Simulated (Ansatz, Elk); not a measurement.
# LaBeSi3: X-ray structure factors from the self-consistent density

Structure refinements treat a crystal as free atoms side by side. For a made-up structure of LaBeSi3 (cell and positions from a r2SCAN relaxation) the runs below show what the calculated density changes in F(hkl).

Main program and level: Elk 11.2.3 (patched build); DFT, PBE, all-electron APW+lo, Dirac cores, scalar-relativistic bands, static density, no spin.

The structure was built from a prototype and need not be the compound's stable phase.

## 1. The starting structure

The structure is tetragonal, space group I4mm (No. 107). The conventional cell has a = 4.404 Å, b = 4.404 Å, c = 9.032 Å, α = 90.00°, β = 90.00°, γ = 90.00°. Nearest to La lie 13 Si at 3.15 to 3.40 Å and 5 Be at 3.24 to 3.37 Å. Si has 2 Be at 2.41 Å and 6 Si at 2.48 to 3.11 Å and 4 La at 3.15 to 3.16 Å nearest. Nearest to Si lie 1 Be at 2.39 Å and 4 Si at 2.48 Å and 5 La at 3.31 to 3.40 Å. Nearest to Be lie 5 Si at 2.39 to 2.41 Å and 5 La at 3.24 to 3.37 Å. Farther neighbours are not listed.

## 2. Ground state and structure factors

An all-electron density is needed, since X-rays see the cores too. Task 0 finds the density and task 195 Fourier-transforms it; tshift is off so that phases refer to the origin typed.

The input, elk.in:

```
tasks
  0
  195

xctype
  20

spinpol
  .false.

rgkmax
  7.0

gmaxvr
  14.0

lmaxo
  7

lmaxapw
  8

swidth
  0.002

tshift
  .false.

ramdisk
  .false.

hmaxvr
  5.5

maxscl
  120

epspot
  1e-06

sppath
  './'

avec
  -4.16146793737 4.16146793737 8.53417001034
  4.16146793737 -4.16146793737 8.53417001034
  4.16146793737 4.16146793737 -8.53417001034

atoms
  3
  'La.in'
  1
  0.0199789212 0.0199789212 -0.0000000000   0.000000 0.000000 0.000000
  'Si.in'
  3
  0.7702176449 0.2702176449 0.5000000000   0.000000 0.000000 0.000000
  0.2702176449 0.7702176449 0.5000000000   0.000000 0.000000 0.000000
  0.3965965316 0.3965965316 -0.0000000000   0.000000 0.000000 0.000000
  'Be.in'
  1
  0.6613892574 0.6613892574 0.0000000000   0.000000 0.000000 0.000000

ngridk
  7 7 7
```

The run is started by

```console
OMP_NUM_THREADS=4 elk
```

Numbers of over 12 decimals in the logs are rounded to 6 here.

The log of the run:

```text
┌─────────────────────────┐
│ Elk code version 11.2.3 │
└─────────────────────────┘

All units are atomic (Hartree, Bohr, etc.)

┌─────────────────────────────────────────────────┐
│ Ground-state run starting from atomic densities │
└─────────────────────────────────────────────────┘

Lattice vectors :
  -4.161467937       4.161467937       8.534170010
   4.161467937      -4.161467937       8.534170010
   4.161467937       4.161467937      -8.534170010

Reciprocal lattice vectors :
 -0.8820130559E-17  0.7549241520      0.3681192957
  0.7549241520     -0.8820130559E-17  0.3681192957
  0.7549241520      0.7549241520     -0.9437633583E-17

Unit cell volume      :    591.1727231
Brillouin zone volume :   0.4195900855

Muffin-tin inner radius fraction :   0.1000000000E-01

Nuclei treated as point charges

Species : 1 (La)
 parameters loaded from : La.in
 name : lanthanum
 nuclear charge    :   -57.00000000
 electronic charge :    57.00000000
 atomic mass :    253209.2366
 muffin-tin radius :    2.800000000
 number of radial points in muffin-tin :   1393
 inner part over the whole radius :   0.9924947902E-02
 number on inner part of muffin-tin    :    996
 approximate nuclear radius :   0.9226798129E-04
 number of mesh points to nuclear radius :    505
 atomic positions (lattice), magnetic fields (Cartesian) :
  1 :   0.01997892  0.01997892  0.00000000    0.00000000  0.00000000  0.00000000

Species : 2 (Si)
 parameters loaded from : Si.in
 name : silicon
 nuclear charge    :   -14.00000000
 electronic charge :    14.00000000
 atomic mass :    51196.73458
 muffin-tin radius :    2.200000000
 number of radial points in muffin-tin :    793
 inner part over the whole radius :   0.9899632250E-02
 number on inner part of muffin-tin    :    553
 approximate nuclear radius :   0.5963282101E-04
 number of mesh points to nuclear radius :    246
 atomic positions (lattice), magnetic fields (Cartesian) :
  1 :   0.77021764  0.27021764  0.50000000    0.00000000  0.00000000  0.00000000
  2 :   0.27021764  0.77021764  0.50000000    0.00000000  0.00000000  0.00000000
  3 :   0.39659653  0.39659653  0.00000000    0.00000000  0.00000000  0.00000000

Species : 3 (Be)
 parameters loaded from : Be.in
 name : beryllium
 nuclear charge    :   -4.000000000
 electronic charge :    4.000000000
 atomic mass :    16428.20280
 muffin-tin radius :    1.800000000
 number of radial points in muffin-tin :    593
 inner part over the whole radius :   0.9826427374E-02
 number on inner part of muffin-tin    :    403
 approximate nuclear radius :   0.4290726161E-04
 number of mesh points to nuclear radius :    156
 atomic positions (lattice), magnetic fields (Cartesian) :
  1 :   0.66138926  0.66138926  0.00000000    0.00000000  0.00000000  0.00000000

Total number of atoms per unit cell :    5
Total muffin-tin volume :    250.1880614
 ratio of muffin-tin to unit cell volume :   0.4232063686

Spin treatment :
 spin-unpolarised

Number of Bravais lattice symmetries :   16
Number of crystal symmetries         :    8
Crystal has no inversion symmetry
Complex Hermitian eigensolver will be used

k-point grid :      7     7     7
k-point offset :    0.000000000       0.000000000       0.000000000
k-point set is reduced with full crystal symmetry group
Total number of k-points :       70

Muffin-tin radius times maximum |G+k| :    7.000000000
 using average radius
Maximum |G+k| for APW functions       :    3.125000000
Maximum (1/2)|G+k|²                   :    4.882812500
Maximum |G| for potential and density :    14.00000000
Constant for pseudocharge density :   10
 order of it for each species :   17  17  17
 order of it for pair densities of each species (exact exchange by exxq0 0: 18) :   15   9   5
Radial integration step length :    1

G-vector grid sizes :     48    48    48
Number of G-vectors :    27319

Maximum angular momentum used for
 APW functions            :    8
 outer part of muffin-tin :    7
 inner part of muffin-tin :    2

[...]
Density of states at Fermi energy :    41.82225443
 (states/Hartree/unit cell)

Estimated indirect band gap :   0.2285641530E-02
 from k-point 66 to k-point 62
Estimated direct band gap   :   0.4957312176E-02
 at k-point 62

Charges :
 core                        :    78.00000000
 valence                     :    25.00000000
 interstitial                :    8.948482148
 muffin-tins (core leakage)
  species : 1 (La)
   atom 1                    :    54.48295744     (  0.2265096381E-03)
  species : 2 (Si)
[...]
species : 3 (Be)
[...]
total in muffin-tins        :    94.05151785
 total calculated charge     :    102.9943667
 total charge                :    103.0000000
 error                       :   0.5633296493E-02

RMS change in Kohn-Sham potential (target) :    3.100513108     (  0.1000000000E-05)
Absolute change in total energy (target)   :    3.744475956     (  0.1000000000E-03)

[... loops 3 to 13 left out ...]

┌──────────────────┐
│ Loop number : 14 │
└──────────────────┘

Energies :
 Fermi                       :     0.338161
 sum of occupied eigenvalues :     -5718.9595213271
 electron kinetic            :      9980.9077361224
 core electron kinetic       :      9909.3259879662
 Coulomb                     :     -19093.752071636
 Coulomb potential           :     -15348.565792853
 nuclear-nuclear             :     -882.04764683696
 electron-nuclear            :     -21089.042248380
 Hartree                     :      2877.3378235807
 Madelung                    :     -11419.469175210
 xc potential                :     -351.30146459661
 exchange                    :     -264.77112806531
 correlation                 :     -4.965545
 electron entropic           :    -0.82738468223419E-03
 total energy                :     -9382.5818362493

Density of states at Fermi energy :    62.38019753
 (states/Hartree/unit cell)

Estimated indirect band gap :   0.2940783964E-02
 from k-point 8 to k-point 66
Estimated direct band gap   :   0.6011241479E-02
 at k-point 62

Charges :
 core                        :    78.00000000
 valence                     :    25.00000000
 interstitial                :    8.907167166
 muffin-tins (core leakage)
  species : 1 (La)
[...]
species : 2 (Si)
[...]
species : 3 (Be)
[...]
total in muffin-tins        :    94.09283283
 total calculated charge     :    102.9945109
 total charge                :    103.0000000
 error                       :   0.5489054549E-02

RMS change in Kohn-Sham potential (target) :   0.3127662903E-06 (  0.1000000000E-05)
Absolute change in total energy (target)   :   0.3412007936E-04 (  0.1000000000E-03)

Convergence targets achieved

┌──────────────────┐
│ Loop number : 15 │
└──────────────────┘

Energies :
 Fermi                       :     0.338161
 sum of occupied eigenvalues :     -5718.9595189666
 electron kinetic            :      9980.9077358784
 core electron kinetic       :      9909.3259886999
 Coulomb                     :     -19093.752069328
 Coulomb potential           :     -15348.565794245
 nuclear-nuclear             :     -882.04764683696
 electron-nuclear            :     -21089.042242390
 Hartree                     :      2877.3378198992
 Madelung                    :     -11419.469172205
 xc potential                :     -351.30146059996
 exchange                    :     -264.77112801020
 correlation                 :     -4.965545
 electron entropic           :    -0.82738460992543E-03
 total energy                :     -9382.5818341258

Density of states at Fermi energy :    62.38019398
 (states/Hartree/unit cell)

Estimated indirect band gap :   0.2940781411E-02
 from k-point 8 to k-point 66
Estimated direct band gap   :   0.6011237882E-02
 at k-point 62

Charges :
 core                        :    78.00000000
 valence                     :    25.00000000
 interstitial                :    8.907167114
 muffin-tins (core leakage)
  species : 1 (La)
[...]
species : 2 (Si)
[...]
atom 2                    :    12.22523780     (  0.1340492687E-02)
   atom 3                    :    12.25650834     (  0.1344068281E-02)
  species : 3 (Be)
   atom 1                    :    2.760382578     (  0.1132883802E-02)
 total in muffin-tins        :    94.09283289
 total calculated charge     :    102.9945109
 total charge                :    103.0000000
 error                       :   0.5489054320E-02

┌──────────────────────────────┐
│ Self-consistent loop stopped │
└──────────────────────────────┘

Warning : core states of species 1 leak from the muffin-tin :   0.2192672478E-03

Warning : core states of species 2 leak from the muffin-tin :   0.1344068281E-02

Warning : core states of species 3 leak from the muffin-tin :   0.1132883802E-02

Wrote STATE.OUT
```

The job ended after 38 s (4 threads of Arm Neoverse V2, shared host; peak memory 0.19 GiB; 2 min of CPU time).

SFACRHO.OUT:

```text

h k l indices transformed by vhmat matrix:
   1.000000000       0.000000000       0.000000000    
   0.000000000       1.000000000       0.000000000    
   0.000000000       0.000000000       1.000000000    

      h      k      l  multipl.   |H|            Re(F)            Im(F)           |F|

      0      0      0      1   0.0000000       103.00000      0.65813627E-16   103.00000    
      1      1     -1      1  0.73623859       28.425845      -2.0282064       28.498110    
     -1     -1      1      1  0.73623859       28.425845       2.0282064       28.498110    
      0      1      0      4  0.83989421       39.165394       10.783846       40.622893    
     -1      0      1      4  0.83989421       39.165394      -10.783846       40.622893    
     -1      1      0      4   1.0676240       39.705932      0.12074109E-14   39.705932    
      0      2     -1      4   1.2968686       64.680700       8.7372253       65.268155    
     -2      0      1      4   1.2968686       64.680700      -8.7372253       65.268155    
     -1     -2      2      4   1.3377282       47.627436      -25.375780       53.965756    
      1      2     -2      4   1.3377282       47.627436       25.375780       53.965756    
      2      2     -2      1   1.4724772       45.316180       23.687812       51.133831    
     -2     -2      2      1   1.4724772       45.316180      -23.687812       51.133831    
      1     -1     -1      4   1.5098483       73.070859      0.23528107E-14   73.070859    
      0      2     -2      4   1.6797884       25.216147     -0.78427969       25.228340    
     -2      0      2      4   1.6797884       25.216147      0.78427969       25.228340    
     -2      1      0      8   1.7277338       33.367965      -8.9325215       34.542887    
      0      1      1      8   1.7277338       33.367965       8.9325215       34.542887    
     -3     -1      2      4   1.8187936       12.674961      -5.6645404       13.883143
```

Elk indexes on the primitive cell of elk.in and gives |H| = 4π sin θ/λ in inverse bohr. Below, one row stands for each form hkl of the conventional cell (m members, Friedel mates merged), F is for one primitive cell and the density is static (no thermal factor). Free-atom factors are Waasmaier and Kirfel's, and R is Σm||F|−|F'||/Σm|F|.

```
hkl   m  sin θ/λ (Å⁻¹)  abs F, DFT  neutral atoms   diff.  abs of complex diff.
002   2          0.111      28.498         28.665  -0.167                 0.174
101   8          0.126      40.623         40.703  -0.080                 0.094
110   4          0.161      39.706         39.669  +0.037                 0.037
112   8          0.195      65.268         65.306  -0.037                 0.065
103   8          0.201      53.966         53.928  +0.038                 0.039
004   2          0.221      51.134         51.374  -0.240                 0.240
200   4          0.227      73.071         73.016  +0.055                 0.055
202   8          0.253      25.228         25.090  +0.138                 0.179
211  16          0.260      34.543         34.433  +0.110                 0.118
114   8          0.274      13.883         13.480  +0.404                 0.407
105   8          0.299      45.845         45.964  -0.119                 0.119
213  16          0.303      46.305         46.410  -0.105                 0.110
204   8          0.317      44.833         44.816  +0.018                 0.020
220   4          0.321      63.569         63.719  -0.150                 0.150
006   2          0.332      23.364         23.125  +0.239                 0.253
222   8          0.340      22.387         22.269  +0.119                 0.153
301   8          0.345      30.586         30.623  -0.037                 0.037
310   8          0.359      30.230         30.204  +0.026                 0.026
116   8          0.369      51.592         51.629  -0.038                 0.042
215  16          0.376      41.603         41.554  +0.049                 0.060
312  16          0.376      50.536         50.520  +0.016                 0.017
303   8          0.379      42.085         42.040  +0.045                 0.046
```

## 3. The highest occupied states alone

An energy window below the Fermi level keeps the highest occupied states, to see at which angles they scatter; shallow core shells can lie inside it and anion s states outside. No new self-consistency is needed.

Edit elk.in of step 2 so:

```diff
@@ -1,3 +1,2 @@
 tasks
-  0
   195
@@ -40,2 +39,5 @@
 
+wsfac
+  -0.213080 0.638160
+
 sppath
```

The run is started by

```console
OMP_NUM_THREADS=4 elk
```

The log of the run:

```text
┌─────────────────────────────────┐
│ Elk code version 11.2.3 started │
└─────────────────────────────────┘

Info(readinput): the functional depends on the density's gradient
 muffin-tin radial points multiplied by    2.00000
 (not where nrmtscf is given)

┌────────────────────┐
│ Current task : 195 │
└────────────────────┘

Info(sfacrho): density structure factors written to SFACRHO.OUT

 Energy window :  -0.2130800000      0.6381600000

┌──────────────────┐
│ Elk code stopped │
└──────────────────┘
```

Wall time 9.1 s (4 threads); peak memory 0.16 GiB.

States within 15 eV below the Fermi level hold 17.00 electrons; any levels below the window count with the cores. Their amplitudes can exceed the total, where window and core parts have opposite phase:

```
hkl  sin θ/λ (Å⁻¹)  abs F, window  abs F, all
002          0.111          3.938      28.498
101          0.126          1.418      40.623
110          0.161          0.313      39.706
112          0.195          1.231      65.268
103          0.201          0.736      53.966
004          0.221          0.094      51.134
200          0.227          0.997      73.071
202          0.253          0.045      25.228
211          0.260          0.123      34.543
114          0.274          0.411      13.883
```

## 4. Another functional

The difference from free atoms is small, so it is set against the change that LDA (Perdew-Wang) makes.

Edit elk.in of step 3 so:

```diff
@@ -1,2 +1,3 @@
 tasks
+  0
   195
@@ -4,3 +5,3 @@
 xctype
-  20
+  3
 
@@ -39,5 +40,2 @@
 
-wsfac
-  -0.213080 0.638160
-
 sppath
```

The run is started by

```console
OMP_NUM_THREADS=4 elk
```

The log of the run:

```text
┌─────────────────────────┐
│ Elk code version 11.2.3 │
└─────────────────────────┘

All units are atomic (Hartree, Bohr, etc.)

┌─────────────────────────────────────────────────┐
│ Ground-state run starting from atomic densities │
└─────────────────────────────────────────────────┘

Lattice vectors :
  -4.161467937       4.161467937       8.534170010
   4.161467937      -4.161467937       8.534170010
   4.161467937       4.161467937      -8.534170010

Reciprocal lattice vectors :
 -0.8820130559E-17  0.7549241520      0.3681192957
[...]
species : 3 (Be)
   atom 1                    :    2.764968610     (  0.1233274520E-02)
 total in muffin-tins        :    94.15274528
 total calculated charge     :    102.9943306
 total charge                :    103.0000000
 error                       :   0.5669425668E-02

┌──────────────────────────────┐
│ Self-consistent loop stopped │
└──────────────────────────────┘

Warning : core states of species 1 leak from the muffin-tin :   0.2201726896E-03

Warning : core states of species 2 leak from the muffin-tin :   0.1371142495E-02

Warning : core states of species 3 leak from the muffin-tin :   0.1233274520E-02

Wrote STATE.OUT
[key lines of the parts left out:]
total energy                :     -9373.0424861311
```

The job ended after 29 s (4 threads; peak memory 0.16 GiB).

Against the first run R = 0.06 %; the largest change is -0.059 at 420.

## 5. Basis size

A smaller basis shows how fast F responds to it; the change is likely larger than the basis error of the first run, but doesn't show convergence.

Edit elk.in of step 4 so:

```diff
@@ -5,3 +5,3 @@
 xctype
-  3
+  20
 
@@ -11,3 +11,3 @@
 rgkmax
-  7.0
+  5.5
```

The run is started by

```console
OMP_NUM_THREADS=4 elk
```

The log of the run:

```text
┌─────────────────────────┐
│ Elk code version 11.2.3 │
└─────────────────────────┘

All units are atomic (Hartree, Bohr, etc.)

┌─────────────────────────────────────────────────┐
│ Ground-state run starting from atomic densities │
└─────────────────────────────────────────────────┘

Lattice vectors :
  -4.161467937       4.161467937       8.534170010
   4.161467937      -4.161467937       8.534170010
   4.161467937       4.161467937      -8.534170010

Reciprocal lattice vectors :
 -0.8820130559E-17  0.7549241520      0.3681192957
[...]
species : 3 (Be)
   atom 1                    :    2.749849850     (  0.1129848801E-02)
 total in muffin-tins        :    94.05551485
 total calculated charge     :    102.9944697
 total charge                :    103.0000000
 error                       :   0.5530334969E-02

┌──────────────────────────────┐
│ Self-consistent loop stopped │
└──────────────────────────────┘

Warning : core states of species 1 leak from the muffin-tin :   0.2193774703E-03

Warning : core states of species 2 leak from the muffin-tin :   0.1342141737E-02

Warning : core states of species 3 leak from the muffin-tin :   0.1129848801E-02

Wrote STATE.OUT
[key lines of the parts left out:]
total energy                :     -9382.5732949962
```

Run time: 26 s. Hardware: 4 threads; peak memory 0.18 GiB; 70 s of CPU time.

Against the first run R = 0.01 %; the largest change is +0.019 at 008.

## 6. Settings against the effect

```
              run  R against the first run (%)  R against neutral atoms, low angle (%)  wall time
    PBE, rgkmax 7                         0.00                                    0.30       38 s
LDA (Perdew-Wang)                         0.06                                    0.29       29 s
       rgkmax 5.5                         0.01                                    0.31       26 s
```

## 7. Outcome

```json
{"R against neutral atoms, sin θ/λ < 0.3 Å⁻¹": "0.30 %", "R against neutral atoms, 0.3 to 0.83 Å⁻¹": "0.11 %"}
```

What this shows: Independent neutral atoms miss the calculated amplitudes by R = 0.30 % below 0.3 Å⁻¹ and 0.11 % from there to 0.83 Å⁻¹; by shells, 0.25 % below 0.15 Å⁻¹ (2 forms), 0.31 % 0.15 to 0.3 (9 forms), 0.12 % 0.3 to 0.45 (19 forms), 0.11 % above 0.45 (119 forms). Bonding, aspherical density and the tables' own atoms all enter these figures, and the runs don't part them. The largest change of an amplitude is +0.40 electrons, at 114. R counts amplitudes alone; phases shift too. The window's part falls from 17.0 electrons at the origin to at most 0.30 between 0.45 and 0.83 Å⁻¹. Below 0.3 Å⁻¹ the changes that finished (LDA (Perdew-Wang) and rgkmax 5.5) move F by R = 0.03 % at most, against the 0.30 % that separates it from free atoms. The k-mesh has no finished test. Part of the difference isn't bonding: the tables are fits to free atoms and ions calculated by other methods than this functional. Thermal motion, anomalous dispersion and extinction are left out.

[Logs are printed without paths, hosts, clocks, repeated set-up lines and the standing remarks that a program may print on its own settings, such as how far it seeks lower states.]

[Hosts, paths, dates, database ids (printed as entryN), source tags and the programs' standing remarks are cut or masked in the printed files.]
